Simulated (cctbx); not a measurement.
# TlCuAg2O4: precision against data quality

Space group Imm2 (no. 44), a = 6.3830 Å, b = 6.4120 Å, c = 10.3590 Å, α = 90.00°, β = 90.00°, γ = 90.00°.

```csv
atom,mult.,x,y,z,Ueq (Å²)
Tl1,4,0.2541,0,0.2449,0.0025
Ag1,4,1/2,0.2496,0.0026,0.0035
Ag2,4,0.2560,1/2,0.2431,0.0050
Cu1,4,1/2,0.2469,0.4967,0.0067
O1,4,1/2,0.2261,0.2433,0.0095
O2,4,0.2676,0,0.4630,0.0053
O3,4,0.7568,0,0.0436,0.0071
O4,4,0,0.2257,0.2630,0.0107
```

The model was made for the exercise: a known structure type with other elements put in, its volume estimated, not relaxed; displacement parameters are assumed.

Five simulated data sets (cctbx; Mo Kα, λ = 0.71073 Å; 3 % proportional error) differ in resolution or exposure (noise floor 4 counts in the first three, 8 in the last two). Each is refined with the right model, isotropic at 1.1 Å and anisotropic otherwise. How do the figures of merit and the uncertainties move?

```csv
d min (Å),top counts,"⟨I/σ⟩ (unmerged, absences included)",unique,param. (scale apart),Rint,R1,GooF,largest s.u. xyz (fractional),s.u. U of O1 (Å²),largest error (Å)
1.1,20000,6.4,174,24,0.022,0.0152,1.01,0.00343,0.0056,0.0547
0.84,20000,6.4,384,48,0.028,0.0163,0.97,0.00258,0.0053,0.0395
0.6,20000,5.9,1041,48,0.028,0.0187,0.94,0.00142,0.0020,0.0151
0.75,300,0.6,541,48,0.293,0.1132,1.06,0.06765,0.0615,0.0380
0.75,3000,2.6,541,48,0.057,0.0456,1.04,0.01285,0.0169,0.0443
```

The number of reflections grows roughly as 1/d³: 174, 384 and 1041 here. R1 follows the noise rather than the truth: at 300 counts it is 0.1132, at 3000 counts 0.0456, while GooF is 1.06 and 1.04: the weights 1/σ² carry the noise. The s.u. of U (U11 where anisotropic) for O1 goes 0.0056, 0.0053, 0.0020 Å² with resolution and 0.0615, 0.0169 Å² with exposure.

Hardware for the 0.6 Å refinement: 0.67 s on 1 thread of Arm Neoverse V2, on a shared host, peak memory 0.09 GiB.

[Logs are printed without paths, hosts, clocks, repeated set-up lines and the standing remarks that a program may print on its own settings, such as how far it seeks lower states.]
